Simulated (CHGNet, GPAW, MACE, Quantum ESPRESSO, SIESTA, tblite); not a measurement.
# Predicting plane-wave site energies from MACE MPA-0 medium: Si in place of C in amorphous carbon (96 atoms)

Density of this cell: 2.69 g/cm³. The cell holds 96 atoms: 96 C. Its edges and angles: a = 8.925 Å, b = 8.925 Å, c = 8.925 Å, α = 90.0°, β = 90.0°, γ = 90.0°. 96 atoms (96 C) placed at random at 2.69 g/cm³, melted at 6000 K for 10 ps at fixed volume with the Tersoff potential (Tersoff, Phys. Rev. B 39, 5566 (1989)). Quenched from 6000 K to 700 K at 200 K/ps and fixed volume, held 5 ps. Then the atoms were relaxed with MACE MPA-0 medium in the fixed cell.

Calculated with Quantum ESPRESSO 7.5: PBE; plane waves, SSSP efficiency, 45/360 Ry; k-points Γ. The cheaper level is MACE MPA-0 medium, trained on PBE(+U) plane-wave data, no dispersion term. Each row is one cell with Si in place of C, relaxed with MACE MPA-0 medium; both levels solve the same cells, and energies are counted from site C50 at each level.

```
energy from MACE MPA-0 medium (eV)  energy from plane waves (eV)  site
                             0.000                             0   C50
                             1.262                             ?     ?
                             1.547                         1.765   C22
                             1.741                         3.715   C54
                             3.275                         4.995   C10
```

**Question.** Fit a straight line to the rows given and interpolate to the withheld row.

**Working.**

Take u as the energy from MACE MPA-0 medium and v as that from plane waves.

| u (eV) | v (eV) |
| --- | --- |
| 0 | 0 |
| 1.54694 | 1.76509 |
| 1.74099 | 3.71476 |
| 3.27475 | 4.99534 |

With n = 4: mean u = 1.64067, mean v = 2.61880, Σ(u − ū)² = 5.3809, Σ(u − ū)(v − v̄) = 8.3700. Slope b = 8.3700 / 5.3809 = 1.5555; intercept a = v̄ − b ū = 0.066713.

At the withheld site u = 1.262, and v = a + b u.

Prediction at 1.262: 2.030 eV. The run gave 1.986 eV, so the fit is high by 0.044 eV (2.2 % of the value).

The slope of 1.6 says that MACE MPA-0 medium compresses the spread of the sites. Taken as it stands, without the line, its value misses the withheld site by 0.72 eV. Among the rows given, the largest miss of the fit is at 1.741, by 0.94 eV (19 % of the range of the table).

Limits: Few sites, one cell. The geometries are those of MACE MPA-0 medium, not of DFT.

[Logs are printed without paths, hosts, clocks, repeated set-up lines and the standing remarks that a program may print on its own settings, such as how far it seeks lower states.]

[Hosts, paths, dates, database ids (printed as entryN), source tags and the programs' standing remarks are cut or masked in the printed files.]
